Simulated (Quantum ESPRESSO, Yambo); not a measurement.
Planning a run of Yambo 5.3.0 on TiO2 (Anatase). The input:

```
optics
bss
bse
em1s
dipoles
rim_cut
RandQpts= 1000000
RandGvec= 1 RL
Chimod= "HARTREE"
BSKmod= "SEX"
BSEmod= "resonant"
BSSmod= "d"
BSENGexx= 1 RL
BSENGBlk= 4 Ry
% BSEQptR
 1 | 1 |
%
% BSEBands
 21 | 28 |
%
% BEnRange
 0 | 6 | eV
%
% BDmRange
 0.1 | 0.1 | eV
%
BEnSteps= 121
% BLongDir
 1 | 0 | 0 |
%
% BndsRnXs
 9 | 39 |
%
NGsBlkXs= 4 Ry
% LongDrXs
 1 | 1 | 1 |
%
% KfnQP_E
 1.552 | 1.0 | 1.0 |
%
WRbsWF
FFTGvecs= 34 Ry
```

```sh
OMP_NUM_THREADS=2 mpirun -n 4 yambo -F bse7.in -J bse7,bse6_W -C bse7 > bse7.log
```

The stored states that it reads are on a 6×6×6 mesh. It takes space group I4_1/amd (No. 141, tetragonal). Conventional cell: a = 3.784 Å, b = 3.784 Å, c = 9.515 Å, α = 90.00°, β = 90.00°, γ = 90.00°. Ti has 6 O at 1.93 to 1.98 Å nearest. O has 3 Ti at 1.93 to 1.98 Å nearest. Farther neighbours and most contacts between anions are not listed.

How long will it take on 4 MPI ranks of Intel Xeon Platinum 8375C at 2.90GHz (Ice Lake), shared host, and how much memory?

It took 4.8 min; on shared hardware allow 2.4 min to 9.6 min. Peak host memory was 1.9 GiB.

The kernel grows as the square of the matrix size, and full diagonalisation as its cube.

[Paths, hosts, dates, memory and timing lines, banners, echoed tables and standing remarks are left out of the program output.]

[Logs are printed without paths, hosts, clocks, repeated set-up lines and the standing remarks that a program may print on its own settings, such as how far it seeks lower states.]

[Runs of the session that timed out or met a known fault of the program may be left out.]

[Hosts, paths, dates, database ids (printed as entryN), source tags and the programs' standing remarks are cut or masked in the printed files.]
